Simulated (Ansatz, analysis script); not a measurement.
# Fixed-spin-moment curve of YCo4B, part 2 of 2

Aim: the energy of YCo4B as its total moment is fixed at a series of values, and its answer to a field.

Ansatz 0.2.0; PBEsol, PAW set soft_1 (files made for PBE).

So far. Step 8 (Total moment fixed at 6.667 μB): The energy is -472 meV from the state without spin, and the largest site carries 1.58 μB, while atom no. 1 (Y) stands against the total with -0.11 μB.

In doubt: warnings of the run leave room for a lower electronic state (analysis script), so energies may not be the lowest and differences between runs may mislead.

## (9) Total moment fixed at 12 μB

input.yaml reads:

```yaml
crystal:
  lattice:
    - [5.02, 0.0, 0.0]
    - [-2.51, 4.347447527, 0.0]
    - [0.0, 0.0, 6.893]
  atoms:
    - { symbol: "Y", position: [0.0, 0.0, 0.5] }
    - { symbol: "Y", position: [0.0, 0.0, 0.0] }
    - { symbol: Co, position: [0.3333333333, 0.6666666667, 0.0], spin: 1.5 }
    - { symbol: Co, position: [0.6666666667, 0.3333333333, 0.0], spin: 1.5 }
    - { symbol: Co, position: [0.5, 0.0, 0.283], spin: 1.5 }
    - { symbol: Co, position: [0.5, 0.5, 0.283], spin: 1.5 }
    - { symbol: Co, position: [0.0, 0.5, 0.283], spin: 1.5 }
    - { symbol: Co, position: [0.0, 0.5, 0.717], spin: 1.5 }
    - { symbol: Co, position: [0.5, 0.5, 0.717], spin: 1.5 }
    - { symbol: Co, position: [0.5, 0.0, 0.717], spin: 1.5 }
    - { symbol: B, position: [0.3333333333, 0.6666666667, 0.5] }
    - { symbol: B, position: [0.6666666667, 0.3333333333, 0.5] }
magnetization:
  spin_polarized: true
  initial_magnetization: 12.0
  spin_locking: { lock_magnetization: hard }
kpoints:
  mp_grid: { grid: [9, 9, 6] }
hamiltonian:
  xc: pbesol
  pseudopotentials: { kind: paw, azcp: { folder: soft_1 }, xc_functional: pbe }
scf:
  occupations: { method: fermi_dirac, width: 0.05 }
  max_iter: 120
  convergence: { dr2_threshold: 1.0e-08 }
  lower_state_search: "off"
basis:
  ecutwfc: 420.0
```

Command:

```sh
> ansatz run input.yaml --threads 1 --pin off --max-ram 2048MiB --backend cpu --events-out ev --progress --plain --runs-dir out
```

Elapsed: 2.4 min, on 1 thread of Arm Neoverse V1, shared host; peak memory 1.1 GiB.

The energy is 410 meV from the state without spin, and the largest site carries 1.90 μB.

The other 5 runs of this kind were made alike; their results stand in the table below.

## (10) No field, tight threshold

A field gives a second route to the same curve. A thousand tesla shift each spin by 58 meV, and the threshold is tightened so that small induced moments are resolved.

input.yaml reads:

```yaml
crystal:
  lattice:
    - [5.02, 0.0, 0.0]
    - [-2.51, 4.347447527, 0.0]
    - [0.0, 0.0, 6.893]
  atoms:
    - { symbol: "Y", position: [0.0, 0.0, 0.5] }
    - { symbol: "Y", position: [0.0, 0.0, 0.0] }
    - { symbol: Co, position: [0.3333333333, 0.6666666667, 0.0], spin: 1.62 }
    - { symbol: Co, position: [0.6666666667, 0.3333333333, 0.0], spin: 1.62 }
    - { symbol: Co, position: [0.5, 0.0, 0.283], spin: 0.82 }
    - { symbol: Co, position: [0.5, 0.5, 0.283], spin: 0.82 }
    - { symbol: Co, position: [0.0, 0.5, 0.283], spin: 0.82 }
    - { symbol: Co, position: [0.0, 0.5, 0.717], spin: 0.82 }
    - { symbol: Co, position: [0.5, 0.5, 0.717], spin: 0.82 }
    - { symbol: Co, position: [0.5, 0.0, 0.717], spin: 0.82 }
    - { symbol: B, position: [0.3333333333, 0.6666666667, 0.5] }
    - { symbol: B, position: [0.6666666667, 0.3333333333, 0.5] }
magnetization:
  spin_polarized: true
kpoints:
  mp_grid: { grid: [9, 9, 6] }
hamiltonian:
  xc: pbesol
  pseudopotentials: { kind: paw, azcp: { folder: soft_1 }, xc_functional: pbe }
scf:
  occupations: { method: fermi_dirac, width: 0.05 }
  max_iter: 120
  convergence: { dr2_threshold: 1.0e-10 }
  lower_state_search: "off"
basis:
  ecutwfc: 420.0
```

Run time: 3.9 min. Hardware: 1 thread; peak memory 1.1 GiB.

The net moment is 7.35 μB a cell.

## (11) Field of 1500 T

Changes to input.yaml since step 10:

```diff
@@ -20,2 +20,3 @@
   spin_polarized: true
+  magnetic_field: 1500.0
 kpoints:
```

Wall time 3.5 min (1 thread); peak memory 1.1 GiB.

The net moment is 8.24 μB a cell.

The other 2 runs of this kind were made alike; their results stand in the table below.

## (12) The curves

Table of energy less the state without spin by total moment:

```csv
total moment (μB/cell),energy less the state without spin (meV/cell)
0.00,0
1.33,-55.8
2.67,-153
4.00,-267
5.33,-383
6.67,-472
8.00,-467
9.33,-310
10.67,-29.9
12.00,410
```

The field that holds a moment is half the difference of the two Fermi levels over μB.

Table of field that holds the moment by total moment:

| total moment (μB/cell) | field that holds the moment (T) |
| --- | --- |
| 1.33 | -1114 |
| 2.67 | -1388 |
| 4.00 | -1537 |
| 5.33 | -1405 |
| 6.67 | -796 |
| 8.00 | 1144 |
| 9.33 | 2813 |
| 10.67 | 4534 |
| 12.00 | 6857 |

Site moments:

| total (μB) | Y no. 1 (μB) | Y no. 2 (μB) | Co no. 3 (μB) | Co no. 4 (μB) | Co no. 5 (μB) | Co no. 6 (μB) | Co no. 7 (μB) | Co no. 8 (μB) | Co no. 9 (μB) | Co no. 10 (μB) | B no. 11 (μB) | B no. 12 (μB) |
| --- | --- | --- | --- | --- | --- | --- | --- | --- | --- | --- | --- | --- |
| 1.333 | -0.0203 | -0.0311 | 0.7873 | 0.7877 | 0.0035 | 0.0035 | 0.0035 | 0.0035 | 0.0035 | 0.0035 | -0.0055 | -0.0055 |
| 2.667 | -0.0453 | -0.0562 | 1.101 | 1.101 | 0.1526 | 0.1526 | 0.1526 | 0.1526 | 0.1526 | 0.1526 | -0.016 | -0.016 |
| 4 | -0.0707 | -0.0788 | 1.316 | 1.316 | 0.3299 | 0.3299 | 0.3299 | 0.3299 | 0.3299 | 0.3299 | -0.0268 | -0.0268 |
| 5.333 | -0.0945 | -0.0982 | 1.473 | 1.473 | 0.5208 | 0.5208 | 0.5208 | 0.5208 | 0.5208 | 0.5208 | -0.0367 | -0.0367 |
| 6.667 | -0.1115 | -0.1113 | 1.584 | 1.584 | 0.7156 | 0.7156 | 0.7156 | 0.7156 | 0.7156 | 0.7156 | -0.0441 | -0.0441 |
| 8 | -0.1166 | -0.1125 | 1.667 | 1.667 | 0.8994 | 0.8994 | 0.8994 | 0.8994 | 0.8994 | 0.8994 | -0.0436 | -0.0436 |
| 9.333 | -0.1074 | -0.1004 | 1.763 | 1.763 | 1.055 | 1.055 | 1.055 | 1.055 | 1.055 | 1.055 | -0.0326 | -0.0326 |
| 10.67 | -0.0961 | -0.0877 | 1.83 | 1.83 | 1.219 | 1.219 | 1.219 | 1.219 | 1.219 | 1.219 | -0.0176 | -0.0176 |
| 12 | -0.0623 | -0.0576 | 1.899 | 1.899 | 1.36 | 1.36 | 1.36 | 1.36 | 1.36 | 1.36 | 0.0013 | 0.0013 |

The total moment by field:

| field (T) | total moment (μB/cell) |
| --- | --- |
| 0 | 7.35 |
| 300 | 7.51 |
| 600 | 7.67 |
| 1500 | 8.24 |

Three Landau terms miss the curve as a whole or at its small-moment end, and no Stoner analysis is made here.

## (13) What came out

| Property | Result |
| --- | --- |
| state of the free run | ferromagnetic |
| net moment of the free run | 7.35 μB |
| energy of the free run from the state without spin | -490 meV a cell |
| lowest of the fixed moments tried | M = 6.667 μB, -472 meV |
| dM/dB between 0 and 300 T | 0.539 μB a cell per 1000 T |

At this level the system is magnetic: the free run keeps 1.62 μB on the largest site. No other order was typed. The free run, at 7.35 μB, lies 490 meV under the state without spin and so below every fixed moment tried: the minimum falls between two of them. Among the fixed moments, E(M) falls 472 meV below the state without spin and is lowest near 6.667 μB on this grid. The field acts on spins alone. The 13 fixed-moment and field runs took 63 min of wall time, added up. Energies are free energies at a smearing of 0.05 eV, and with partly filled levels differences shift, at times strongly, as the smearing goes to zero. In doubt: the program's search for lower states was switched off, so a lower magnetic state than those reached may exist.

[Logs and program files are shortened in this print: banners, set-up blocks, solver, clock and traceback lines can be left out without a mark of their own.]

[Logs are printed without paths, hosts, clocks, repeated set-up lines and the standing remarks that a program may print on its own settings, such as how far it seeks lower states.]

[Hosts, paths, dates, database ids (printed as entryN), source tags and the programs' standing remarks are cut or masked in the printed files.]
